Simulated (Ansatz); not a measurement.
**LaVO4 (P2_1/c): spin-orbit coupling beyond the local functionals**

How far does spin-orbit coupling move the gap of LaVO4 (P2_1/c)?

Main program and level: Ansatz 0.2.0; density functionals with and without spin-orbit coupling, plane waves, PAW.

**Experimental background.**

- Gap 3.5 ± 0.2 eV: earlier reported experimental gap; powder (literature value) (quoted in “Structural phase transition and its consequences on optical behavior of LaV1-xNbxO4”, 2021, arxiv:2102.02442).

- Gap 3.4 eV: indirect optical gap from Tauc plot; diffuse reflectance, Kubelka-Munk; 300 K; powder (solid-state reaction, sintered at 1250 C) (“Structural phase transition and its consequences on optical behavior of LaV1-xNbxO4”, 2021, arxiv:2102.02442).

In doubt: the elements are of a kind flagged for part-filled d or f shells, though by formal charges that shell is empty here, so the flag may not apply.

## Step 1: The structure

It takes space group P2_1/c (No. 14, monoclinic). Conventional cell: a = 6.725 Å, b = 7.283 Å, c = 8.399 Å, α = 90.00°, β = 125.80°, γ = 90.00°. La has 9 O at 2.49 to 2.89 Å nearest. Nearest to V lie 4 O at 1.70 to 1.72 Å. Nearest to O lie 1 V at 1.72 Å and 2 La at 2.49 to 2.53 Å. Nearest to O lie 1 V at 1.70 Å and 2 La at 2.50 to 2.53 Å. Nearest to O lie 1 V at 1.70 Å and 2 La at 2.52 to 2.68 Å. O has 1 V at 1.72 Å and 3 La at 2.56 to 2.89 Å nearest. Farther neighbours and most contacts between anions are not listed.

The cell and positions come from the Crystallography Open Database and are kept as given unless a step says otherwise. Spin-orbit coupling is left out unless a step names it. The default PAW set here is soft_2. Its files were made with PBE.

## Step 2: HSE06, 2×2×2 mesh

This step: DFT, HSE06, plane waves, PAW.

Contents of input.yaml:

```yaml
crystal:
  lattice:
    - [6.725, 0.0, 0.0]
    - [0.0, 7.2827, 0.0]
    - [-4.9123006198, 0.0, 6.8121466218]
  atoms:
    - { symbol: La, position: [0.827399, 0.157198, 0.723776] }
    - { symbol: La, position: [0.172601, 0.657198, 0.776224] }
    - { symbol: La, position: [0.172601, 0.842802, 0.276224] }
    - { symbol: La, position: [0.827399, 0.342802, 0.223776] }
    - { symbol: V, position: [0.31429, 0.16481, 0.69917] }
    - { symbol: V, position: [0.68571, 0.66481, 0.80083] }
    - { symbol: V, position: [0.68571, 0.83519, 0.30083] }
    - { symbol: V, position: [0.31429, 0.33519, 0.19917] }
    - { symbol: O, position: [0.8171, 0.4979, 0.7446] }
    - { symbol: O, position: [0.1829, 0.9979, 0.7554] }
    - { symbol: O, position: [0.1829, 0.5021, 0.2554] }
    - { symbol: O, position: [0.8171, 0.0021, 0.2446] }
    - { symbol: O, position: [0.6098, 0.2795, 0.3821] }
    - { symbol: O, position: [0.3902, 0.7795, 0.1179] }
    - { symbol: O, position: [0.3902, 0.7205, 0.6179] }
    - { symbol: O, position: [0.6098, 0.2205, 0.8821] }
    - { symbol: O, position: [0.6587, 0.895, 0.4829] }
    - { symbol: O, position: [0.3413, 0.395, 0.0171] }
    - { symbol: O, position: [0.3413, 0.105, 0.5171] }
    - { symbol: O, position: [0.6587, 0.605, 0.9829] }
    - { symbol: O, position: [0.8898, 0.8436, 0.8857] }
    - { symbol: O, position: [0.1102, 0.3436, 0.6143] }
    - { symbol: O, position: [0.1102, 0.1564, 0.1143] }
    - { symbol: O, position: [0.8898, 0.6564, 0.3857] }
kpoints:
  mp_grid: { grid: [2, 2, 2] }
  band_path:
    path:
      - [0.0, 0.0, 0.0]
      - [0.0, 0.5, 0.0]
      - [0.0, 0.5, 0.5]
      - [0.0, 0.0, 0.5]
      - [-0.5, 0.0, 0.5]
      - [-0.5, 0.5, 0.5]
      - [-0.5, 0.5, 0.0]
      - [-0.5, 0.0, 0.0]
      - [-0.5, 0.35, 0.0]
      - [-0.5, 0.1, 0.0]
    npoints: 1
hamiltonian:
  xc: hse06
scf:
  occupations: { method: fixed }
  n_extra_bands: 12
output:
  eigenvalues: true
```

Started as:

```bash
$ ansatz run input.yaml --threads 24 --pin off --max-ram 82944MiB --backend cuda --events-out ev --progress --plain --runs-dir out --devices 1 --max-vram 78GiB
```

Numbers of over 12 decimals in the logs are rounded to 6 here.

Output:

```text
scf.n_extra_bands = 12 over 96 filled bands (N_el = 192.0): the run solves 108 bands
GPUs: using 1 of 1 available (devices: 1).
Engine: ansatz 0.2.0, aarch64-unknown-linux-gnu
Pseudopotentials: kind: paw
Pseudopotential: La, paw, valence charge 11, recommended cutoff 420 eV (normal), La.paw.azcp
Pseudopotential: V, paw, valence charge 13, recommended cutoff 420 eV (normal), V.paw.azcp
Pseudopotential: O, paw, valence charge 6, recommended cutoff 420 eV (normal), O.paw.azcp
Functional definition: HSE06
  parameter a = 0.25
  parameter omega = 0.11/bohr
  exchange = pbe_x - a*pbe_x_sr(omega) + a*exact_x_sr(omega)
  correlation = pbe_c
davidson cushion auto → on  (no smearing: the cushion is to keep the highest requested band from converging to the state above it; pin scf.eigensolver.cushion to override)
[...]
Crystal: 24 atoms, lattice volume = 333.633 Å³
Basis set: ecut = 420 eV, 6513 PW (Γ)
Bands: 108, of which v1, the nominal top of the filled ones, is band 96 counted from 1 (95 counted from 0)
Symmetry: 4 space group operations
Space group: P21/c (ITA 14), of the structure as read, at distance tolerance 6.9e-5 Å
k-points: 8
Non-local potential: La, projectors of the file, l = 0: 3, l = 1: 2, l = 2: 2, l = 3: 3
Non-local potential: V, projectors of the file, l = 0: 3, l = 1: 2, l = 2: 3, l = 3: 1
Non-local potential: O, projectors of the file, l = 0: 2, l = 1: 2, l = 2: 1
PAW form: soft (Blöchl's): semilocal exchange-correlation on the pseudo side does not see the compensation charge
PAW frozen core: La, regenerated for the run's functional, and the local potential with it (the file was generated under x = pbe(κ = 0.804, μ = 0.219515), c = pbe(β = 0.066725))
PAW frozen core: V, regenerated for the run's functional, and the local potential with it (the file was generated under x = pbe(κ = 0.804, μ = 0.219515), c = pbe(β = 0.066725))
PAW frozen core: O, regenerated for the run's functional, and the local potential with it (the file was generated under x = pbe(κ = 0.804, μ = 0.219515), c = pbe(β = 0.066725))
PAW one-centre angular grid: La, 590 points (default); XC on 64 Gauss nodes
PAW one-centre angular grid: V, 590 points (default); XC on 64 Gauss nodes
PAW one-centre angular grid: O, 110 points (default); XC on 96 Gauss nodes
Initial density: superposition of atomic densities (neutral atoms: chi_scale 0, normalization atom), corrected by the library's trained network
Initial wavefunctions: pseudopotential atomic-orbital guess
[...]
Functional: x = pbe(κ = 0.804, μ = 0.219515), c = pbe(β = 0.066725), warm-up for x = pbe(κ = 0.804, μ = 0.219515) + 0.25 (exact − pbe) at short range (hse, ω = 0.207870 Å⁻¹), c = pbe(β = 0.066725); HSE06 as pw.x's `hse` composes it (authors' and Libxc's form: `xc: wpbeh`)
SCF iter   1: F=—  HF=-45762.042948 eV  |F-HF|=—  |Δ(HF+E_count)|=         —  Δρ=3.01e-3  dr2=2.19e-2  ethr=1.77e-3  ⟨swp⟩=5.2  Hψ=4266  notcnv=0
preconditioner: auto → none  [insulator: Δε(μ)=3.558 eV  Ē_g=10.796 eV  n_scr=82 (ndim 8)  ℏωp=25.1 eV  f_vac=0.045]
SCF iter   2: F=—  HF=-45762.070622 eV  |F-HF|=—  |Δ(HF+E_count)|=   2.77e-2  Δρ=3.68e-3  dr2=5.08e-2  ethr=1.14e-5  ⟨swp⟩=8.5  Hψ=3737  notcnv=0  defer=34
[...]
SCF iter   5: F=-45762.065955 eV  HF=-45762.066085 eV  |F-HF|=1.30e-4  |Δ(HF+E_count)|=   1.99e-5  Δρ=4.01e-4  dr2=4.18e-4  ethr=1.94e-6  ⟨swp⟩=5.0  Hψ=2101  notcnv=0  defer=18
SCF 1 stopped early in 5 iterations: F = -45762.065955 eV  dr2 = 4.18e-4
  greatest PAW one-centre occupation: 1.000 electrons in one spin orbital (limit 2), on the V atom at site 7 (counted from 0), in its partial waves of l = 0
[...]
hybrid outer 1: dexx = +1.723e-1 eV, tail = 1.02e-3 eV
[...]
SCF 3 converged in 7 iterations: F = -45771.468164 eV  dr2 = 3.90e-8
hybrid outer 2: dexx = +3.847e-5 eV, tail = 4.23e-7 eV, Δε = 4.62e-3 eV (about 1.08e-4 eV left of the loop's levels)
[...]
E_xc         = -1819.283342
  E_vxc        = -2201.119440  (∫ρ·V_xc dr)
  E_exx        = -582.198323  (= α·E_x^exact, valence–valence)
  E_paw        = -28501.724322  (= ΣΔE_a)
  E_vpaw       = -1366.890725  (= ΣTr[D̂ρ^β])
  E_aug_tail   = 0.039965  (compensation charges beyond the density's cutoff)
  E_ewald      = -12619.089810
  E_core_change = -1.829496  (= ΣΔE_core)
  E_smearing   = -0.000000  (= −TS)
  E_closure    = 0.000000  (closes the sum)
  Σ components = -45771.468166   (vs F -45771.468166, Δ=0.00e0)
--- Band table (eV; the first three rows and the last of 8) ---
  k-point 0: bands = ["-61.8307", "-61.8306", "-61.8306", "-61.8306", "-34.2112", "-34.2108", "-34.2103", "-34.2096", "-34.1146", "-34.1139", "-34.1124", "-34.1123", "-34.0713", "-34.0707", "-34.0693", "-34.0689", "-25.4161", "-25.3708", "-25.3596", "-25.3586", "-12.0720", "-12.0505", "-12.0491", "-12.0412", "-11.8766", "-11.6518", "-11.6311", "-11.5631", "-11.5287", "-11.4604", "-11.4410", "-11.3294", "-11.2835", "- [...]
  k-point 1: bands = ["-61.8307", "-61.8307", "-61.8306", "-61.8306", "-34.2108", "-34.2108", "-34.2102", "-34.2102", "-34.1136", "-34.1136", "-34.1131", "-34.1131", "-34.0710", "-34.0710", "-34.0690", "-34.0690", "-25.3932", "-25.3932", "-25.3590", "-25.3590", "-12.1656", "-12.1656", "-12.0590", "-12.0590", "-11.7281", "-11.7281", "-11.5889", "-11.5889", "-11.5179", "-11.5179", "-11.4125", "-11.4125", "-11.2710", "- [...]
  k-point 2: bands = ["-61.8306", "-61.8306", "-61.8306", "-61.8306", "-34.2111", "-34.2111", "-34.2099", "-34.2099", "-34.1143", "-34.1143", "-34.1123", "-34.1123", "-34.0703", "-34.0703", "-34.0698", "-34.0698", "-25.3920", "-25.3920", "-25.3604", "-25.3604", "-12.1622", "-12.1622", "-11.9850", "-11.9850", "-11.8332", "-11.8332", "-11.6758", "-11.6758", "-11.5152", "-11.5152", "-11.2589", "-11.2589", "-11.1951", "- [...]
  k-point 7: bands = ["-61.8306", "-61.8306", "-61.8306", "-61.8306", "-34.2105", "-34.2105", "-34.2105", "-34.2105", "-34.1135", "-34.1135", "-34.1131", "-34.1131", "-34.0703", "-34.0703", "-34.0698", "-34.0698", "-25.3850", "-25.3850", "-25.3642", "-25.3642", "-12.3087", "-12.3087", "-12.1511", "-12.1511", "-11.8495", "-11.8495", "-11.5326", "-11.5326", "-11.3631", "-11.3631", "-11.2643", "-11.2643", "-11.1778", "- [...]
```

Run time: 20 s. Hardware: 1 × NVIDIA GB200 (shared by 2 runs) with 24 threads of Arm Neoverse V2, shared host; peak memory 1.9 GiB; 2.8 min of CPU time.

Numbers from this step:

* gap: 5.123 eV
* valence top at: Y_2
* conduction bottom at: k = (-0.500, 0.350, 0.000)
* least direct gap: 5.224 eV
* exact-exchange fraction: 0.25

The gap is indirect, with the least direct gap 0.10 eV higher.

## Step 3: HSE06+SOC, 2×2×2 mesh

Spin-orbit coupling can split or shift the edges; a non-collinear run measures by how much.

This step: DFT, HSE06 with spin-orbit coupling, plane waves, PAW.

input.yaml: that of step 2 with these lines changed.

```diff
@@ -49,3 +49,6 @@
   occupations: { method: fixed }
-  n_extra_bands: 12
+  n_extra_bands: 24
+magnetization:
+  noncollinear: true
+  spin_orbit: true
 output:
```

Output:

```text
[...]
GPUs: using 1 of 1 available (devices: 1).
[...]
non-collinear run that drives no moment, with spin-orbit: no starting moment large enough to seed its density (crystal.atoms[].spin), no starting occupations that ask for one, no magnetisation constraint and no magnetic field, so the semilocal B_xc is pinned to zero
[...]
Crystal: 24 atoms, lattice volume = 333.633 Å³
Basis set: ecut = 420 eV, 6513 PW (Γ)
Bands: 216, of which v1, the nominal top of the filled ones, is band 192 counted from 1 (191 counted from 0)
Symmetry: 4 space group operations + 4 with time reversal
[...]
k-points: 8
Projection manifold: j_resolved (fully-relativistic pseudo-atomic orbitals)
[...]
SCF iter   1: F=—  HF=-45784.735537 eV  |F-HF|=—  |Δ(HF+E_count)|=         —  Δρ=4.62e-2  dr2=8.66e0  dr2_m=0.00e0 (ungated)  ethr=1.00e-1  |M|=0.00e0 ∫|m|=0.00e0 μB  |m|>n=0.0e0 m-floor=0.0e0 τ_xc=0.0e0  β_m=0.30  ⟨swp⟩=3.0  Hψ=7518  notcnv=0
[...]
SCF iter   2: F=—  HF=-45783.824050 eV  |F-HF|=—  |Δ(HF+E_count)|=   9.11e-1  Δρ=3.12e-2  dr2=2.97e0  dr2_m=0.00e0 (ungated)  ethr=4.51e-3  |M|=0.00e0 ∫|m|=0.00e0 μB  |m|>n=0.0e0 m-floor=0.0e0 τ_xc=0.0e0  β_m=0.48  ⟨swp⟩=9.8  Hψ=5363  notcnv=0  defer=27
[...]
SCF iter   7: F=-45783.723548 eV  HF=-45783.723854 eV  |F-HF|=3.06e-4  |Δ(HF+E_count)|=   1.82e-3  Δρ=6.20e-4  dr2=8.70e-4  dr2_m=0.00e0 (ungated)  ethr=2.96e-6  |M|=0.00e0 ∫|m|=0.00e0 μB  |m|>n=0.0e0 m-floor=0.0e0 τ_xc=0.0e0  ⟨swp⟩=7.8  Hψ=5242  notcnv=0  defer=86
[...]
hybrid outer 1: dexx = +1.745e-1 eV, tail = 8.92e-4 eV
[...]
SCF 3 converged in 7 iterations: F = -45764.917985 eV  dr2 = 9.67e-8
[...]
```

Wall time 63 s (1 × NVIDIA GB200 (shared by 2 runs) with 24 threads); peak memory 4.5 GiB; 12 min of CPU time.

This step gave:

```
gap                     : 5.122 eV
valence top at          : Y_2
conduction bottom at    : k = (-0.500, 0.350, 0.000)
least direct gap        : 5.223 eV
exact-exchange fraction : 0.25
```

The gap is that of HSE06.

## Step 4: Together

Times are wall times on 1 × NVIDIA GB200 (shared by 2 runs) with 24 threads of Arm Neoverse V2, shared host, good to a factor of about two.

```csv
level,gap (eV),with coupling (eV),change (eV),time,with coupling
HSE06,5.12,5.12,−0.001,20 s,63 s
```

## Step 5: Summary of results

- HSE06: 5.12 eV
- HSE06+SOC: 5.12 eV

In words: Spin-orbit coupling changes the gap by −0.001 eV and the least direct gap by −0.001 eV. Against experiment, by HSE06+SOC: the gap of 5.12 eV lies +1.62 eV from the measured 3.5 ± 0.2 eV (kind not stated, quoted 2021); the gap of 5.12 eV lies +1.72 eV from the measured 3.4 eV (indirect, 300 K, 2021). The lattice is static and excitons are left out. The runs have no spin polarisation. For a closed low-spin shell that is the natural state; where a d or f shell is open it is a constraint, and the gap is then not the crystal's own.

[Paths, hosts, dates, memory and timing lines, banners, echoed tables and standing remarks are left out of the program output.]

[Logs are printed without paths, hosts, clocks, repeated set-up lines and the standing remarks that a program may print on its own settings, such as how far it seeks lower states.]

[Runs of the session that timed out or met a known fault of the program may be left out.]

[Cells called generated may have been cut or substituted from an entry of the Crystallography Open Database or the Materials Project.]

[Hosts, paths, dates, database ids (printed as entryN), source tags and the programs' standing remarks are cut or masked in the printed files.]
